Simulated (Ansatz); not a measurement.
**HfTeS monolayer, Janus: from the cell to its phonons**

Task: relax HfTeS monolayer, Janus, then find its harmonic phonons.

Calculated with Ansatz 0.2.0; DFT PBEsol, scalar-relativistic, plane waves, PAW; PAW set soft_1.

## 1. The starting structure

The cell holds 3 atoms: 1 Hf, 1 S and 1 Te. Cell: a = 3.720 Å, b = 3.720 Å, c = 20.000 Å, α = 90.0°, β = 90.0°, γ = 120.0°. It derives from HfTeS. Vacuum lies along c.

## 2. Coarse relaxation

The start is far from rest, so a relaxation with loose tolerances brings it close first.

The program solves this slab on a cell height of its own, 30.0 Å, in place of the one typed.

Input file input.yaml:

```yaml
crystal:
  lattice:
    - [3.72, 0.0, 0.0]
    - [-1.86, 3.22161, 0.0]
    - [0.0, 0.0, 20.0]
  atoms:
    - { symbol: Hf, position: [0.0, 0.0, 0.5] }
    - { symbol: S, position: [0.333333, 0.666667, 0.575] }
    - { symbol: Te, position: [0.666667, 0.333333, 0.42] }
  periodic: [true, true, false]
kpoints:
  mp_grid: { grid: [6, 6, 1] }
hamiltonian:
  xc: pbesol
  pseudopotentials: { kind: paw, azcp: { folder: soft_1 }, xc_functional: pbe }
scf:
  occupations: { method: gaussian, width: 0.1 }
output:
  forces: true
  stress: true
  eigenvalues: true
relax:
  adjacent_minimum: "off"
  f_tol: 0.05
  max_steps: 80
  cell: { stress_2d_tol: 0.02 }
```

The run is started by

```sh
$ ansatz run input.yaml --threads 4 --pin off --max-ram 16384MiB --backend cpu --events-out ev --progress --plain --runs-dir out
```

Numbers of over 12 decimals in the logs are rounded to 6 here.

The log of the run:

```text
[...]
F+E_penalty+E_count = -23388.79051306 eV   max|allowed force component| = 8.540e-3 eV/Å   (the final SCF, on the basis selected at the relaxed cell)
  cell:  # Å, volume = 360.3026 Å³
    - [3.723983, 2.950216371060443e-19, 0]
    - [-1.861992, 3.225064, 0]
    - [0, 0, 30.0]
  atoms:
    - { symbol: Hf, position: [0, 0, 0.338983] }
    - { symbol: S, position: [0.333333, 0.666667, 0.382494] }
    - { symbol: Te, position: [0.666667, 0.333333, 0.275189] }
[key lines of the parts left out:]
SCF converged after 9 iterations
Free energy (F): -23388.790513 eV
Fermi energy:    -4.726011 eV
P = ½ c Tr σ = 0.0168 N/m
```

It took 14 s on 4 threads of Arm Neoverse V2, shared host; peak memory 0.67 GiB.

Relaxation path:

| step | energy less that of the first step (eV) | largest force component (eV/Å) | volume (Å³) |
| --- | --- | --- | --- |
| 1 | 0.0000 | 4.2846 | 359.53 |
| 2 | -0.5875 | 0.6062 | 362.22 |
| 3 | -0.6005 | 0.0274 | 362.91 |
| 4 | -0.6014 | 0.0221 | 360.70 |
| 5 | -0.6015 | 0.0086 | 360.30 |
| 6* | -0.6015 | 0.0085 | 360.30 |

Relaxation steps marked * repeat the geometry before them on a plane-wave basis chosen anew for their cell, so energy and pressure can jump there.

Forces are held to the 6 operations that the run works with; a distortion that breaks them can't arise in this run.

| cell as run | before | after | change |
| --- | --- | --- | --- |
| a (Å) | 3.720 | 3.724 | +0.1 % |
| b (Å) | 3.720 | 3.724 | +0.1 % |

The atoms that moved most (Å, along periodic axes as changes of fractional coordinates times the final cell, across vacuum about the mean position):

| atom | dx | dy | dz | length |
| --- | --- | --- | --- | --- |
| Hf1 | 0.000 | 0.000 | 0.170 | 0.170 |
| Te3 | 0.000 | 0.000 | -0.144 | 0.144 |
| S2 | 0.000 | 0.000 | -0.025 | 0.025 |

Final coordinates:

```cif
data_structure
_symmetry_space_group_name_H-M 'P 1'
_symmetry_Int_Tables_number 1
_cell_length_a 3.7240
_cell_length_b 3.7240
_cell_length_c 30.0000
_cell_angle_alpha 90.000
_cell_angle_beta 90.000
_cell_angle_gamma 120.000
_cell_volume 360.30
loop_
_atom_site_label
_atom_site_type_symbol
_atom_site_fract_x
_atom_site_fract_y
_atom_site_fract_z
_atom_site_occupancy
Hf1 Hf 0.00000 0.00000 0.33898 1
S2 S 0.33333 0.66667 0.38249 1
Te3 Te 0.66667 0.33333 0.27519 1
```

Numbers from this step:

* gap on the k-mesh: 0 eV
* area per atom: 4.003 Å²

The relaxation ends with a largest force component of 0.0085 eV/Å.

## 3. Bringing the structure to rest

Harmonic phonons are second derivatives at a point where the forces vanish, and they are wanted at zero stress, so atoms and cell are relaxed first.

Input file input.yaml:

```yaml
crystal:
  lattice:
    - [3.7239833787, 0.0, 0.0]
    - [-1.8619916894, 3.2250642093, 0.0]
    - [0.0, 0.0, 30.0]
  atoms:
    - { symbol: Hf, position: [0.0, 0.0, 0.3389833575] }
    - { symbol: S, position: [0.3333333333, 0.6666666667, 0.3824941259] }
    - { symbol: Te, position: [0.6666666667, 0.3333333333, 0.2751891833] }
  periodic: [true, true, false]
kpoints:
  mp_grid: { grid: [15, 15, 1] }
hamiltonian:
  xc: pbesol
  pseudopotentials: { kind: paw, azcp: { folder: soft_1 }, xc_functional: pbe }
scf:
  occupations: { method: gaussian, width: 0.1 }
output:
  forces: true
  stress: true
  eigenvalues: true
  write_density: true
  write_potential: true
  elf: true
  volumetric_format: npy
relax:
  adjacent_minimum: "off"
  f_tol: 0.005
  max_steps: 80
  cell: { stress_2d_tol: 0.02 }
```

The log of the run:

```text
[...]
Crystal: 3 atoms, lattice volume = 360.303 Å³
Basis set: ecut = 420 eV, 7085 PW (Γ), exchange–correlation on 50×50×432 points (8 copies of the dense FFT grid, shifted against one another)
Bands: 29, of which v1, the nominal top of the filled ones, is band 24 counted from 1 (23 counted from 0)
Symmetry: 6 space group operations
[...]
k-points: 27 of 225 (time reversal used)
[...]
SCF iter   1: F=—  HF=-23389.322706 eV  |F-HF|=—  |Δ(HF+E_count)|=         —  Δρ=1.76e-2  dr2=1.72e0  ethr=3.10e-3  ⟨swp⟩=13.9  Hψ=5507  notcnv=0
[...]
SCF iter  11: F=-23388.807266 eV  HF=-23388.807266 eV  |F-HF|=4.03e-9  |Δ(HF+E_count)|=   2.33e-8  Δρ=2.35e-7  dr2=1.55e-10  ethr=4.98e-12  ⟨swp⟩=10.6  Hψ=6465  notcnv=0
SCF 1 converged in 11 iterations: F = -23388.807266 eV  dr2 = 1.55e-10
[...]
relax step   1: F+E_penalty+E_count = -23388.80726589 eV  Δ(F+E_penalty+E_count) = +0.000e0 eV  max|allowed force component| = 4.190e-2 eV/Å  Δτ_max = 0.0000 Å  P = +0.109 N/m  Ω = 360.303 Å³  fix = [c, alpha, beta]  reactions: c +0.000 N/m  (11 SCF iters, dr2 threshold 1.00e-7 eV, accepted)
Crystal: 3 atoms, lattice volume = 361.569 Å³
[...]
SCF iter   5: F=-23388.807333 eV  HF=-23388.807333 eV  |F-HF|=2.49e-8  |Δ(HF+E_count)|=   1.23e-8  Δρ=3.21e-6  dr2=9.06e-8  ethr=2.29e-10  ⟨swp⟩=18.7  Hψ=9516  notcnv=0
SCF 2 converged in 5 iterations: F = -23388.807333 eV  dr2 = 9.06e-8
relax step   2: F+E_penalty+E_count = -23388.80733308 eV  Δ(F+E_penalty+E_count) = -6.720e-5 eV  max|allowed force component| = 6.216e-2 eV/Å  Δτ_max = 0.0108 Å  P = +0.144 N/m  Ω = 361.569 Å³  energy of the carried Pulay correction = -6.711e-5 eV  fix = [c, alpha, beta]  reactions: c +0.000 N/m  (5 SCF iters, dr2 threshold 1.10e-7 eV, accepted)
Crystal: 3 atoms, lattice volume = 361.823 Å³
Basis set: ecut = 420 eV, 7109 PW (Γ), exchange–correlation on 50×50×432 points (8 copies of the dense FFT grid, shifted against one another)
[...]
SCF iter   4: F=-23388.807534 eV  HF=-23388.807534 eV  |F-HF|=6.23e-8  |Δ(HF+E_count)|=   1.59e-6  Δρ=5.19e-6  dr2=1.77e-7  ethr=5.03e-10  ⟨swp⟩=20.2  Hψ=10057  notcnv=0
SCF 3 converged in 4 iterations: F = -23388.807534 eV  dr2 = 1.77e-7
relax step   3: F+E_penalty+E_count = -23388.80753361 eV  Δ(F+E_penalty+E_count) = -2.005e-4 eV  max|allowed force component| = 2.172e-2 eV/Å  Δτ_max = 0.0041 Å  P = +0.010 N/m  Ω = 361.823 Å³  energy of the carried Pulay correction = -8.058e-5 eV  fix = [c, alpha, beta]  reactions: c +0.000 N/m  (4 SCF iters, dr2 threshold 2.42e-7 eV, accepted)
[...]
relax step   4: F+E_penalty+E_count = -23388.80754768 eV  Δ(F+E_penalty+E_count) = -1.407e-5 eV  max|allowed force component| = 9.052e-4 eV/Å  Δτ_max = 0.0015 Å  P = +0.006 N/m  Ω = 362.015 Å³  energy of the carried Pulay correction = -9.073e-5 eV  fix = [c, alpha, beta]  reactions: c +0.000 N/m  (5 SCF iters, dr2 threshold 2.95e-8 eV, accepted)
[...]
SCF iter   9: F=-23388.807645 eV  HF=-23388.807645 eV  |F-HF|=3.64e-11  |Δ(HF+E_count)|=   4.04e-9  Δρ=9.73e-9  dr2=3.13e-13  ethr=1.00e-12  ⟨swp⟩=7.9  Hψ=4629  notcnv=0
SCF 5 converged in 9 iterations: F = -23388.807645 eV  dr2 = 3.13e-13
relax step   5: F+E_penalty+E_count = -23388.80764451 eV  Δ(F+E_penalty+E_count) = -9.683e-5 eV  max|allowed force component| = 9.595e-4 eV/Å  Δτ_max = 0.0000 Å  P = +0.006 N/m  Ω = 362.015 Å³  fix = [c, alpha, beta]  reactions: c +0.000 N/m  stress off target by 6.32e-3 N/m on what of the cell is left free  SCF on the basis re-selected at this cell (its energy is not comparable with the rows above)  (9 SCF iters)
[...]
WARN: The output density's exchange-correlation potential varies sharply where the density is thin. Do not read a vacuum level from v_tot or v_xc, or from such a field of the output density. On a cell that repeats whose density bears no net charge and no dipole along the vacuum's axis use v_es (v_loc + v_h of the components); under efield.dipole_correction with no amplitude use v_es + v_field, which holds any externa [...]
SCF converged after 9 iterations
Free energy (F): -23388.807645 eV
[...]
Internal energy: -23388.802933 eV  (E = F + TS)
E sigma→0 (E₀):  -23388.805289 eV
Entropy (-TS):   -0.004711 eV (-1.570 meV/atom)
Fermi energy:    -4.720472 eV
[...]
--- Forces (eV/Å), atoms counted from 1 ---
  atom   1  Hf     0.00000000    -0.00000000     0.00053037
  atom   2  S      0.00000000    -0.00000000    -0.00095948
  atom   3  Te     0.00000000     0.00000000     0.00042905
  max |Σ_I F_I| component: 6.21e-8 eV/Å
--- 2D stress c σ (N/m, compression-positive) ---
        0.006323      -0.000000      -0.000000
       -0.000000       0.006323       0.000000
       -0.000000       0.000000       0.000000
  P = ½ c Tr σ = 0.0063 N/m
--- Band table (eV; the first three rows and the last of 27) ---
  k-point 0: bands = [... 20 lower, -8.4344, -6.9103, -4.4082, -4.4082, -3.9182, -3.9182, -3.2640, -1.3222, ... 1 higher]
  k-point 1: bands = [... 20 lower, -8.4182, -6.8004, -4.9943, -4.7060, -3.8191, -3.6035, -3.0794, -1.1861, ... 1 higher]
  k-point 2: bands = [... 20 lower, -8.3772, -6.6355, -5.9010, -5.1047, -3.9269, -3.1665, -2.8303, -1.2211, ... 1 higher]
  k-point 26: bands = [... 20 lower, -8.9530, -7.7836, -7.6972, -7.2511, -3.1639, -2.9194, -2.6598, -0.6250, ... 1 higher]
--- Relaxed structure (4 steps of the walk, 4 accepted, 1 SCFs on fresh bases) ---
[...]
cell:  # Å, volume = 362.0153 Å³
    - [3.732824, 2.893609768998171e-11, 0]
    - [-1.866412, 3.232721, 0]
    - [0, 0, 30.0]
  atoms:
    - { symbol: Hf, position: [0, 0, 0.338932] }
    - { symbol: S, position: [0.333333, 0.666667, 0.382305] }
    - { symbol: Te, position: [0.666667, 0.333333, 0.275429] }
```

The job ended after 44 s (4 threads; peak memory 0.8 GiB; 2.9 min of CPU time).

The steps of the relaxation:

| step | energy less that of the first step (eV) | largest force component (eV/Å) | volume (Å³) |
| --- | --- | --- | --- |
| 1 | 0.0000 | 0.0419 | 360.30 |
| 2 | -0.0001 | 0.0622 | 361.57 |
| 3 | -0.0003 | 0.0217 | 361.82 |
| 4 | -0.0003 | 0.0009 | 362.02 |
| 5* | -0.0004 | 0.0010 | 362.02 |

Relaxation steps marked * repeat the geometry before them on a plane-wave basis chosen anew for their cell, so energy and pressure can jump there.

Forces are held to the 6 operations that the run works with; a distortion that breaks them can't arise in this run.

| cell as run | before | after | change |
| --- | --- | --- | --- |
| a (Å) | 3.724 | 3.733 | +0.2 % |
| b (Å) | 3.724 | 3.733 | +0.2 % |

Final coordinates:

```xyz
3
Lattice="3.7328 0.0000 0.0000 -1.8664 3.2327 0.0000 0.0000 0.0000 30.0000" Properties=species:S:1:pos:R:3
Hf    0.0000    0.0000   10.1680
S     0.0000    2.1551   11.4692
Te    1.8664    1.0776    8.2629
```

Numbers from this step:

* area per atom: 4.022 Å²

Valence density in the ac plane at fractional y = 0.000, with atoms of Hf within 0.2 Å of it. It is the smooth field of the valence electrons, not physical close to the nuclei.

Ten steps, logarithmic in the rise over the least value, from '_' (0 e/Å³) to '@' (26 e/Å³), each cell a mean:
```
____________________________
____________________________
____________________________
____________________________
____________________________
____________________________
____________________________
____________________________
____________________________
____________________________
____________________________
____________________________
____________________________
____________________________
________..............______
@@%%**--..............==##@@
**++--::..............::==++
______................______
____________________________
____________________________
____________________________
____________________________
____________________________
____________________________
```
Columns run along a (3.7 Å), rows up along c (30.0 Å). Atoms in or near the plane, at fractional coordinates: Hf at (0.00, 0.34).

ELF in the ac plane at fractional y = 0.000, with atoms of Hf within 0.2 Å of it. It is the smooth field of the valence electrons, not physical close to the nuclei.

Ten even steps from '0' (0.00) to '9' (0.75), each cell a mean:
```
00000000000000
00000000000000
00000000000000
00000000000000
00000000000000
00000000000000
00000000000000
00000000000000
00000000000000
00000000000000
00000000000000
00000000000000
00000000000000
00001334321000
00147999986310
99842456532589
55444666654455
12367888887531
00013567653100
00000000000000
00000000000000
00000000000000
00000000000000
00000000000000
```
Columns run along a (3.7 Å), rows up along c (30.0 Å). Atoms in or near the plane, at fractional coordinates: Hf at (0.00, 0.34).

Electrostatic potential energy in the ac plane at fractional y = 0.000, with atoms of Hf within 0.2 Å of it. With pseudopotentials it is smooth inside the atoms' cores, unlike the true potential.

Ten even steps from '_' (-19 eV) to '@' (0 eV), each cell a mean:
```
@@@@@@@@@@@@@@@@@@@@@@@@@@@@
@@@@@@@@@@@@@@@@@@@@@@@@@@@@
@@@@@@@@@@@@@@@@@@@@@@@@@@@@
@@@@@@@@@@@@@@@@@@@@@@@@@@@@
@@@@@@@@@@@@@@@@@@@@@@@@@@@@
@@@@@@@@@@@@@@@@@@@@@@@@@@@@
@@@@@@@@@@@@@@@@@@@@@@@@@@@@
@@@@@@@@@@@@@@@@@@@@@@@@@@@@
@@@@@@@@@@@@@@@@@@@@@@@@@@@@
@@@@@@@@@@@@@@@@@@@@@@@@@@@@
@@@@@@@@@@@@@@@@@@@@@@@@@@@@
@@@@@@@@@@@@@@@@@@@@@@@@@@@@
@@@@@@@@@@@@@@@@@@@@@@@@@@@@
@@@@@@@@@@@@@@@@@@@@@@@@@@@@
****##%%%%########%%%%####**
______..--**######++::______
..::::--++**######**++--::::
@@@@%%%%##++======**##%%%%@@
@@@@@@@@@@@@@@@@@@@@@@@@@@@@
@@@@@@@@@@@@@@@@@@@@@@@@@@@@
@@@@@@@@@@@@@@@@@@@@@@@@@@@@
@@@@@@@@@@@@@@@@@@@@@@@@@@@@
@@@@@@@@@@@@@@@@@@@@@@@@@@@@
@@@@@@@@@@@@@@@@@@@@@@@@@@@@
```
Columns run along a (3.7 Å; values clipped at the 3rd and 97th percentile), rows up along c (30.0 Å). Atoms in or near the plane, at fractional coordinates: Hf at (0.00, 0.34).

## 4. Relaxing to small forces for the phonons

Phonons need a cell at rest on their own settings, so the relaxation is repeated with tight tolerances on forces and stress on the k mesh and occupations of the first response run.

input.yaml, the sections that differ from step 3:

```yaml
crystal:
  lattice:
    - [3.7328242436, 0.0, 0.0]
    - [-1.8664121218, 3.2327206228, 0.0]
    - [0.0, 0.0, 30.0]
  atoms:
    - { symbol: Hf, position: [0.0, 0.0, 0.3389322551] }
    - { symbol: S, position: [0.3333333333, 0.6666666667, 0.382305167] }
    - { symbol: Te, position: [0.6666666667, 0.3333333333, 0.2754292446] }
  periodic: [true, true, false]
kpoints:
  mp_grid: { grid: [18, 18, 1] }
scf:
  occupations: { method: methfessel_paxton, width: 0.2 }
relax:
  adjacent_minimum: "off"
  f_tol: 0.001
  max_steps: 60
  cell: { stress_2d_tol: 0.002 }
# hamiltonian, output: as in step 3
```

The log of the run:

```text
[...]
Crystal: 3 atoms, lattice volume = 362.015 Å³
Basis set: ecut = 420 eV, 7109 PW (Γ), exchange–correlation on 50×50×432 points (8 copies of the dense FFT grid, shifted against one another)
Bands: 29, of which v1, the nominal top of the filled ones, is band 24 counted from 1 (23 counted from 0)
Symmetry: 6 space group operations
[...]
k-points: 37 of 324 (time reversal used)
[...]
--- Relaxed structure (5 steps of the walk, 5 accepted, 1 SCFs on fresh bases) ---
[...]
cell:  # Å, volume = 362.6566 Å³
    - [3.736129, 0.0, 0]
    - [-1.868065, 3.235583, 0]
    - [0, 0, 30.0]
  atoms:
    - { symbol: Hf, position: [0, 0, 0.338923] }
    - { symbol: S, position: [0.333333, 0.666667, 0.382224] }
    - { symbol: Te, position: [0.666667, 0.333333, 0.275520] }
[key lines of the parts left out:]
SCF converged after 10 iterations
Free energy (F): -23388.804992 eV
Fermi energy:    -4.710166 eV
P = ½ c Tr σ = 0.0005 N/m
```

The job ended after 67 s (4 threads; peak memory 0.87 GiB).

Little changed from the start: no atom moved by 0.005 Å and no cell edge by 0.1 %.

Numbers from this step:

* area per atom: 4.03 Å²

Valence density in the ac plane at fractional y = 0.333, with atoms of Te within 0.2 Å of it. It is the smooth field of the valence electrons, not physical close to the nuclei.

Ten steps, logarithmic in the rise over the least value, from '0' (0 e/Å³) to '9' (10 e/Å³), each cell a mean:
```
00000000000000
00000000000000
00000000000000
00000000000000
00000000000000
00000000000000
00000000000000
00000000000000
00000000000000
00000000000000
00000000000000
00000000000000
00000000000000
00000000000000
22332210000011
23333211111112
22222234565433
21112347999753
00000011222211
00000000000000
00000000000000
00000000000000
00000000000000
00000000000000
```
Columns run along a (3.7 Å), rows up along c (30.0 Å). Atoms in or near the plane, at fractional coordinates: Te at (0.67, 0.28).

ELF in the ac plane at fractional y = 0.333, with atoms of Te within 0.2 Å of it. It is the smooth field of the valence electrons, not physical close to the nuclei.

Ten even steps from '_' (0.00) to '@' (0.77), each cell a mean:
```
____________________________
____________________________
____________________________
____________________________
____________________________
____________________________
____________________________
____________________________
____________________________
____________________________
____________________________
____________________________
____________________________
::--==----..______________..
%%@@@@@@%%**==..______..::++
----------::::::::::::::::::
==--::::==******++++++******
##==::--**##**==::....--++##
--..____::**%%@@@@@@@@@@%%##
____________..::------::..__
____________________________
____________________________
____________________________
____________________________
```
Columns run along a (3.7 Å), rows up along c (30.0 Å). Atoms in or near the plane, at fractional coordinates: Te at (0.67, 0.28).

Electrostatic potential energy in the ac plane at fractional y = 0.333, with atoms of Te within 0.2 Å of it. With pseudopotentials it is smooth inside the atoms' cores, unlike the true potential.

Ten even steps from '_' (-15 eV) to '@' (0 eV), each cell a mean:
```
@@@@@@@@@@@@@@@@@@@@@@@@@@@@
@@@@@@@@@@@@@@@@@@@@@@@@@@@@
@@@@@@@@@@@@@@@@@@@@@@@@@@@@
@@@@@@@@@@@@@@@@@@@@@@@@@@@@
@@@@@@@@@@@@@@@@@@@@@@@@@@@@
@@@@@@@@@@@@@@@@@@@@@@@@@@@@
@@@@@@@@@@@@@@@@@@@@@@@@@@@@
@@@@@@@@@@@@@@@@@@@@@@@@@@@@
@@@@@@@@@@@@@@@@@@@@@@@@@@@@
@@@@@@@@@@@@@@@@@@@@@@@@@@@@
@@@@@@@@@@@@@@@@@@@@@@@@@@@@
@@@@@@@@@@@@@@@@@@@@@@@@@@@@
@@@@@@@@@@@@@@@@@@@@@@@@@@@@
@@@@@@@@@@@@@@@@@@@@@@@@@@@@
##**++****##%%@@@@@@@@@@%%%%
--......::==**##%%%%%%##**++
++++====++++--::::::::::--==
**%%%%%%##--____--++++____..
@@@@@@@@@@@@%%##******####%%
@@@@@@@@@@@@@@@@@@@@@@@@@@@@
@@@@@@@@@@@@@@@@@@@@@@@@@@@@
@@@@@@@@@@@@@@@@@@@@@@@@@@@@
@@@@@@@@@@@@@@@@@@@@@@@@@@@@
@@@@@@@@@@@@@@@@@@@@@@@@@@@@
```
Columns run along a (3.7 Å; values clipped at the 3rd and 97th percentile), rows up along c (30.0 Å). Atoms in or near the plane, at fractional coordinates: Te at (0.67, 0.28).

The largest force component left is 0.038 meV/Å, within the tolerances set.

(Continued in part 2 of 3.)

[Logs are printed without paths, hosts, clocks, repeated set-up lines and the standing remarks that a program may print on its own settings, such as how far it seeks lower states.]

[Hosts, paths, dates, database ids (printed as entryN), source tags and the programs' standing remarks are cut or masked in the printed files.]
